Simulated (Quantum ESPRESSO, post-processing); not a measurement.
# Li(110), 5 layers: k-mesh convergence, part 2 of 2

Aim: how far one choice must go before the vacuum level and the energy of Li(110), 5 layers stand still, and what it costs.

Quantum ESPRESSO 7.5; plane-wave DFT, PBE, SG15 norm-conserving pseudopotentials.

So far. Step 2 (Self-consistent run: 23×23×1 points): Inside the slab this potential holds the local part of the pseudopotentials, which can be repulsive at the nuclei; only its value in the vacuum has a meaning of its own. Step 3 (Self-consistent run: 16×16×1 points): Counted from each run's own zero (the Fermi level), the vacuum level differs from the first run's by +1 meV.

### 4. SCF with pw.x: 12×12×1 points

c2.in

```
&control
  prefix = 'c2'
  outdir = './out'
  pseudo_dir = './pseudo'
  calculation = 'scf'
  tprnfor = .true.
/
&system
  ibrav = 0
  nat = 5
  ntyp = 1
  ecutwfc = 60
  ecutrho = 240
  occupations = 'smearing'
  smearing = 'mv'
  degauss = 0.02
  assume_isolated = 'esm'
  esm_bc = 'bc1'
/
&electrons
  conv_thr = 1e-07
  mixing_beta = 0.4
  electron_maxstep = 120
  mixing_mode = 'local-TF'
/
ATOMIC_SPECIES
  Li  6.9400  Li_ONCV_PBE-1.2.upf
CELL_PARAMETERS angstrom
  2.46780266634105 -1.74500000000000 0.00000000000000
  2.46780266634105 1.74500000000000 0.00000000000000
  0.00000000000000 0.00000000000000 25.87121066536420
ATOMIC_POSITIONS crystal
  Li  0.000000000000 0.000000000000 -0.190775970886
  Li  0.500000000000 0.500000000000 -0.095387985443
  Li  0.000000000000 0.000000000000 0.000000000000
  Li  0.500000000000 0.500000000000 0.095387985443
  Li  0.000000000000 0.000000000000 0.190775970886
K_POINTS automatic
  12 12 1 0 0 0
```

Command:

```console
> OMP_NUM_THREADS=1 mpirun -n 4 pw.x -nk 4 -in c2.in > c2.out
```

The program printed:

```text
[banner, memory and clock lines left out]
Program PWSCF v.7.5 starts
[...]
Message from routine setup:
[...]
number of electrons       =        15.00
     number of Kohn-Sham states=           12
     kinetic-energy cutoff     =      60.0000  Ry
     charge density cutoff     =     240.0000  Ry
[...]
number of k points=    43  Marzari-Vanderbilt smearing, width (Ry)=  0.0200
[...]
Dense  grid:    94195 G-vectors     FFT dimensions: (  30,  30, 243)
[...]
negative rho (up, down):  4.059E-04 0.000E+00
     Starting wfcs are random
[...]
negative rho (up, down):  4.580E-05 0.000E+00
[...]
estimated scf accuracy    <       0.15880347 Ry
[...]
estimated scf accuracy    <       0.16877908 Ry
[...]
negative rho (up, down):  3.686E-03 0.000E+00
[...]
estimated scf accuracy    <       0.12476845 Ry
[...]
negative rho (up, down):  1.420E-03 0.000E+00
[...]
estimated scf accuracy    <       0.00898035 Ry
[...]
negative rho (up, down):  9.131E-04 0.000E+00
[...]
estimated scf accuracy    <       0.00171710 Ry
[...]
negative rho (up, down):  1.384E-04 0.000E+00
[...]
estimated scf accuracy    <       0.00536088 Ry
[...]
negative rho (up, down):  2.420E-04 0.000E+00
[...]
estimated scf accuracy    <       0.00428844 Ry
[...]
negative rho (up, down):  2.868E-06 0.000E+00
[...]
estimated scf accuracy    <       0.00199463 Ry
[...]
negative rho (up, down):  2.284E-04 0.000E+00
[...]
estimated scf accuracy    <       0.00179151 Ry
[...]
negative rho (up, down):  1.344E-04 0.000E+00
[...]
estimated scf accuracy    <       0.00018035 Ry
[...]
negative rho (up, down):  1.158E-04 0.000E+00
[...]
estimated scf accuracy    <       0.00004485 Ry
[...]
negative rho (up, down):  4.454E-06 0.000E+00
[...]
estimated scf accuracy    <       0.00006424 Ry
[...]
negative rho (up, down):  7.836E-06 0.000E+00
[...]
estimated scf accuracy    <       0.00009761 Ry
[...]
negative rho (up, down):  1.356E-05 0.000E+00
[...]
estimated scf accuracy    <       0.00006502 Ry
[...]
negative rho (up, down):  1.099E-05 0.000E+00
[...]
estimated scf accuracy    <       0.00007226 Ry
[...]
negative rho (up, down):  1.248E-05 0.000E+00
[...]
estimated scf accuracy    <       0.00006829 Ry
[...]
negative rho (up, down):  2.364E-05 0.000E+00
[...]
estimated scf accuracy    <       0.00001363 Ry
[...]
negative rho (up, down):  5.935E-05 0.000E+00
[...]
estimated scf accuracy    <       0.00002417 Ry
[...]
negative rho (up, down):  1.780E-05 0.000E+00
[...]
estimated scf accuracy    <       0.00000811 Ry
[...]
the Fermi energy is    -3.2353 ev
!    total energy              =     -71.19401647 Ry
     estimated scf accuracy    <       0.00000009 Ry
     smearing contrib. (-TS)   =      -0.00135926 Ry
     internal energy E=F+TS    =     -71.19265721 Ry
[...]
one-electron contribution =     657.39748787 Ry
     hartree contribution      =    -337.52864567 Ry
     xc contribution           =     -16.15696612 Ry
     ewald contribution        =    -374.90453328 Ry
     convergence has been achieved in  20 iterations
[...]
Total force =     0.006238     Total SCF correction =     0.000033
[...]
```

Run time: 96 s. Hardware: 4 MPI ranks of Arm Neoverse V2, shared host; peak memory 0.52 GiB.

Read from the output:

- free energy: -968.6439 eV
- Fermi energy: -3.235 eV
- vacuum line at the lower end of the cell, over the Fermi level: 3.235 eV
- vacuum line at the upper end of the cell, over the Fermi level: 3.235 eV

The program's own clock; routines nest. Time by routine:

```
     routine  wall time (s)  calls
       PWSCF          95.65      1
   electrons          94.46      1
     c_bands          73.84     20
     cegterg          58.13    232
       h_psi          50.24   1966
        fftw          44.38  27768
    vloc_psi          44.27   1966
     mix_rho          12.81     20
        ffts           7.75   2357
    sum_band           5.88     20
  add_vuspsi           2.97   1966
      calbec           2.91   2010
h_psi:calbec           2.81   1966
    v_of_rho           1.66     21
```

Counted from each run's own zero (the Fermi level), the vacuum level differs from the first run's by -6 meV.

### 5. Ground state: 8×8×1 points

c3.in is the input of step 4 with these lines changed:

```diff
@@ -1,3 +1,3 @@
 &control
-  prefix = 'c2'
+  prefix = 'c3'
   outdir = './out'
@@ -38,2 +38,2 @@
 K_POINTS automatic
-  12 12 1 0 0 0
+  8 8 1 0 0 0
```

Command:

```console
> OMP_NUM_THREADS=1 mpirun -n 4 pw.x -nk 4 -in c3.in > c3.out
```

The program printed:

```text
[banner, memory and clock lines left out]
Program PWSCF v.7.5 starts
[...]
Message from routine setup:
[...]
number of electrons       =        15.00
     number of Kohn-Sham states=           12
     kinetic-energy cutoff     =      60.0000  Ry
     charge density cutoff     =     240.0000  Ry
[...]
number of k points=    21  Marzari-Vanderbilt smearing, width (Ry)=  0.0200
[...]
Dense  grid:    94195 G-vectors     FFT dimensions: (  30,  30, 243)
[...]
negative rho (up, down):  4.059E-04 0.000E+00
     Starting wfcs are random
[...]
estimated scf accuracy    <       0.28111906 Ry
[...]
estimated scf accuracy    <       0.14096861 Ry
[...]
estimated scf accuracy    <       0.01110397 Ry
[...]
estimated scf accuracy    <       0.00998899 Ry
[...]
estimated scf accuracy    <       0.03797160 Ry
[...]
estimated scf accuracy    <       0.00152513 Ry
[...]
estimated scf accuracy    <       0.00249200 Ry
[...]
estimated scf accuracy    <       0.00485070 Ry
[...]
estimated scf accuracy    <       0.00353545 Ry
[...]
estimated scf accuracy    <       0.00000962 Ry
[...]
estimated scf accuracy    <       0.00002528 Ry
[...]
estimated scf accuracy    <       0.00011802 Ry
[...]
estimated scf accuracy    <       0.00000950 Ry
[...]
estimated scf accuracy    <       0.00000265 Ry
[...]
negative rho (up, down):  8.609E-06 0.000E+00
[...]
estimated scf accuracy    <       0.00000017 Ry
[...]
negative rho (up, down):  5.388E-06 0.000E+00
[...]
estimated scf accuracy    <       0.00000055 Ry
[...]
estimated scf accuracy    <       0.00000039 Ry
[...]
the Fermi energy is    -3.2523 ev
!    total energy              =     -71.19388613 Ry
     estimated scf accuracy    <       0.00000009 Ry
     smearing contrib. (-TS)   =      -0.00065395 Ry
     internal energy E=F+TS    =     -71.19323219 Ry
[...]
one-electron contribution =     657.41319541 Ry
     hartree contribution      =    -337.54474058 Ry
     xc contribution           =     -16.15715374 Ry
     ewald contribution        =    -374.90453328 Ry
     convergence has been achieved in  18 iterations
[...]
Total force =     0.005916     Total SCF correction =     0.000145
[...]
```

Run time: 53 s. Hardware: 4 MPI ranks; peak memory 0.47 GiB.

This step gave:

| Property | Result |
| --- | --- |
| free energy | -968.6422 eV |
| Fermi energy | -3.252 eV |
| vacuum line at the lower end of the cell, over the Fermi level | 3.252 eV |
| vacuum line at the upper end of the cell, over the Fermi level | 3.252 eV |

The program's own clock; routines nest. Time by routine:

```
     routine  wall time (s)  calls
       PWSCF          52.78      1
   electrons             52      1
     c_bands          38.74     19
     cegterg          33.06    121
       h_psi           28.4   1174
    vloc_psi          24.98   1174
        fftw          24.73  15790
     mix_rho           8.73     19
        ffts           5.28   1654
    sum_band           2.88     19
  add_vuspsi            1.7   1174
      calbec           1.66   1198
h_psi:calbec           1.61   1174
    v_of_rho           1.42     19
```

Counted from each run's own zero (the Fermi level), the vacuum level differs from the first run's by +11 meV.

### 6. SCF with pw.x: 6×6×1 points

c4.in is the input of step 5 with these lines changed:

```diff
@@ -1,3 +1,3 @@
 &control
-  prefix = 'c3'
+  prefix = 'c4'
   outdir = './out'
@@ -38,2 +38,2 @@
 K_POINTS automatic
-  8 8 1 0 0 0
+  6 6 1 0 0 0
```

Command:

```console
> OMP_NUM_THREADS=1 mpirun -n 4 pw.x -nk 2 -in c4.in > c4.out
```

The program printed:

```text
[banner, memory and clock lines left out]
Program PWSCF v.7.5 starts
[...]
Message from routine setup:
[...]
number of electrons       =        15.00
     number of Kohn-Sham states=           12
     kinetic-energy cutoff     =      60.0000  Ry
     charge density cutoff     =     240.0000  Ry
[...]
number of k points=    13  Marzari-Vanderbilt smearing, width (Ry)=  0.0200
[...]
Dense  grid:    94195 G-vectors     FFT dimensions: (  30,  30, 243)
[...]
negative rho (up, down):  4.059E-04 0.000E+00
     Starting wfcs are random
[...]
estimated scf accuracy    <       0.29644939 Ry
[...]
estimated scf accuracy    <       0.14885956 Ry
[...]
estimated scf accuracy    <       0.00815811 Ry
[...]
estimated scf accuracy    <       0.00166359 Ry
[...]
estimated scf accuracy    <       0.00518268 Ry
[...]
estimated scf accuracy    <       0.00735881 Ry
[...]
estimated scf accuracy    <       0.00324602 Ry
[...]
estimated scf accuracy    <       0.00086234 Ry
[...]
estimated scf accuracy    <       0.00198468 Ry
[...]
estimated scf accuracy    <       0.00008396 Ry
[...]
estimated scf accuracy    <       0.00002103 Ry
[...]
estimated scf accuracy    <       0.00001378 Ry
[...]
negative rho (up, down):  2.752E-05 0.000E+00
[...]
estimated scf accuracy    <       0.00000498 Ry
[...]
negative rho (up, down):  7.607E-06 0.000E+00
[...]
estimated scf accuracy    <       0.00000027 Ry
[...]
estimated scf accuracy    <       0.00000042 Ry
[...]
the Fermi energy is    -3.1704 ev
!    total energy              =     -71.18989846 Ry
     estimated scf accuracy    <       0.00000002 Ry
     smearing contrib. (-TS)   =      -0.00392039 Ry
     internal energy E=F+TS    =     -71.18597807 Ry
[...]
one-electron contribution =     657.37452285 Ry
     hartree contribution      =    -337.49920665 Ry
     xc contribution           =     -16.15676097 Ry
     ewald contribution        =    -374.90453328 Ry
     convergence has been achieved in  16 iterations
[...]
Total force =     0.006383     Total SCF correction =     0.000149
[...]
```

Elapsed: 29 s, on 4 MPI ranks; peak memory 0.35 GiB.

Numbers from this step:

* free energy: -968.5879 eV
* Fermi energy: -3.170 eV
* vacuum line at the lower end of the cell, over the Fermi level: 3.170 eV
* vacuum line at the upper end of the cell, over the Fermi level: 3.170 eV

The program's own clock; routines nest. Time by routine:

```
     routine  wall time (s)  calls
       PWSCF          28.48      1
   electrons             28      1
     c_bands          22.42     17
     cegterg          19.87    126
       h_psi          17.21   1305
    vloc_psi          15.27   1305
        fftw          15.23  17242
     mix_rho           3.31     17
        ffts           1.89   1380
    sum_band           1.57     17
      calbec           0.95   1333
  add_vuspsi           0.94   1305
h_psi:calbec           0.93   1305
    v_of_rho            0.6     17
```

Counted from each run's own zero (the Fermi level), the vacuum level differs from the first run's by -71 meV.

### 7. Ground state: 4×4×1 points

c5.in is the input of step 6 with these lines changed:

```diff
@@ -1,3 +1,3 @@
 &control
-  prefix = 'c4'
+  prefix = 'c5'
   outdir = './out'
@@ -38,2 +38,2 @@
 K_POINTS automatic
-  6 6 1 0 0 0
+  4 4 1 0 0 0
```

Command:

```console
> OMP_NUM_THREADS=1 mpirun -n 4 pw.x -nk 1 -in c5.in > c5.out
```

The program printed:

```text
[banner, memory and clock lines left out]
Program PWSCF v.7.5 starts
[...]
Message from routine setup:
[...]
number of electrons       =        15.00
     number of Kohn-Sham states=           12
     kinetic-energy cutoff     =      60.0000  Ry
     charge density cutoff     =     240.0000  Ry
[...]
number of k points=     7  Marzari-Vanderbilt smearing, width (Ry)=  0.0200
[...]
Dense  grid:    94195 G-vectors     FFT dimensions: (  30,  30, 243)
[...]
negative rho (up, down):  4.059E-04 0.000E+00
     Starting wfcs are random
[...]
estimated scf accuracy    <       0.39660857 Ry
[...]
estimated scf accuracy    <       0.14697710 Ry
[...]
estimated scf accuracy    <       0.00643533 Ry
[...]
estimated scf accuracy    <       0.02703908 Ry
[...]
estimated scf accuracy    <       0.06510734 Ry
[...]
estimated scf accuracy    <       0.02962188 Ry
[...]
estimated scf accuracy    <       0.01153149 Ry
[...]
estimated scf accuracy    <       0.01181663 Ry
[...]
estimated scf accuracy    <       0.00100741 Ry
[...]
estimated scf accuracy    <       0.00094300 Ry
[...]
estimated scf accuracy    <       0.00003726 Ry
[...]
estimated scf accuracy    <       0.00012257 Ry
[...]
estimated scf accuracy    <       0.00002299 Ry
[...]
negative rho (up, down):  4.117E-06 0.000E+00
[...]
estimated scf accuracy    <       0.00000904 Ry
[...]
estimated scf accuracy    <       0.00000295 Ry
[...]
estimated scf accuracy    <       0.00000064 Ry
[...]
estimated scf accuracy    <       0.00000012 Ry
[...]
the Fermi energy is    -3.4251 ev
!    total energy              =     -71.17800746 Ry
     estimated scf accuracy    <       0.00000004 Ry
     smearing contrib. (-TS)   =      -0.00356408 Ry
     internal energy E=F+TS    =     -71.17444338 Ry
[...]
one-electron contribution =     657.63695479 Ry
     hartree contribution      =    -337.75285981 Ry
     xc contribution           =     -16.15400507 Ry
     ewald contribution        =    -374.90453328 Ry
     convergence has been achieved in  18 iterations
[...]
Total force =     0.001489     Total SCF correction =     0.000122
[...]
```

Run time: 15 s. Hardware: 4 MPI ranks; peak memory 0.27 GiB; 60 s of CPU time.

Read from the output:

* free energy: -968.4261 eV
* Fermi energy: -3.425 eV
* vacuum line at the lower end of the cell, over the Fermi level: 3.425 eV
* vacuum line at the upper end of the cell, over the Fermi level: 3.425 eV

The program's own clock; routines nest. Time by routine:

```
     routine  wall time (s)  calls
       PWSCF          14.63      1
   electrons          14.35      1
     c_bands          11.15     19
     cegterg          10.97    145
       h_psi           9.38   1351
    vloc_psi           8.31   1351
        fftw           8.29  18900
     mix_rho              2     19
        ffts            1.1   1612
    sum_band           0.85     19
      calbec           0.55   1379
h_psi:calbec           0.54   1351
  add_vuspsi           0.49   1351
    v_of_rho           0.36     19
```

Counted from each run's own zero (the Fermi level), the vacuum level differs from the first run's by +184 meV.

### 8. The series side by side

All levels:

```
         level  vacuum level over the Fermi level (eV)  its change from the first (meV)  energy from the first (meV an atom)  SCF iterations  wall time (s)  peak memory (GiB)  CPU time (s)
23×23×1 points                                   3.241                                0                                    0              16          265.3               0.73          1061
16×16×1 points                                   3.243                              1.2                               0.1524              17          153.9               0.58         615.3
12×12×1 points                                   3.235                           -6.103                                1.626              20          96.21               0.52         384.4
  8×8×1 points                                   3.252                             10.9                                1.981              18          53.34               0.47           213
  6×6×1 points                                    3.17                              -71                                12.83              16          29.03               0.35         115.8
  4×4×1 points                                   3.425                            183.7                                45.19              18          15.17               0.27         60.35
```

### 9. Results

```
vacuum level over the Fermi level, 23×23×1 points                                                                  : 3.241 eV
cheapest step of the main series that, with all steps before it, keeps the vacuum level within 20 meV of the first : 8×8×1 points: +11 meV, 3.5 min of CPU time against 18 min
setting with the largest shift of the level                                                                        : 4×4×1 points: +184 meV
```

**Reading.** The cheapest step of the main series that, with all steps before it, keeps the vacuum level within 20 meV of the first is 8×8×1 points: +11 meV, 3.5 min of CPU time against 18 min. Over the series the energy moves by up to 45.2 meV an atom and the vacuum level by up to 184 meV. The error of the level grows in size as the mesh thins, and changes sign on the way. The times come from a shared host and are rough. Peak memory is sampled during the run and can miss the peak. The geometry is as built, not relaxed.

[Logs are printed without paths, hosts, clocks, repeated set-up lines and the standing remarks that a program may print on its own settings, such as how far it seeks lower states.]

[Hosts, paths, dates, database ids (printed as entryN), source tags and the programs' standing remarks are cut or masked in the printed files.]

[Maps of the electrostatic potential energy from Ansatz leave out the sawtooth potential of an applied field or a dipole correction, so their vacuum need not be flat; planar profiles and work functions include it.]
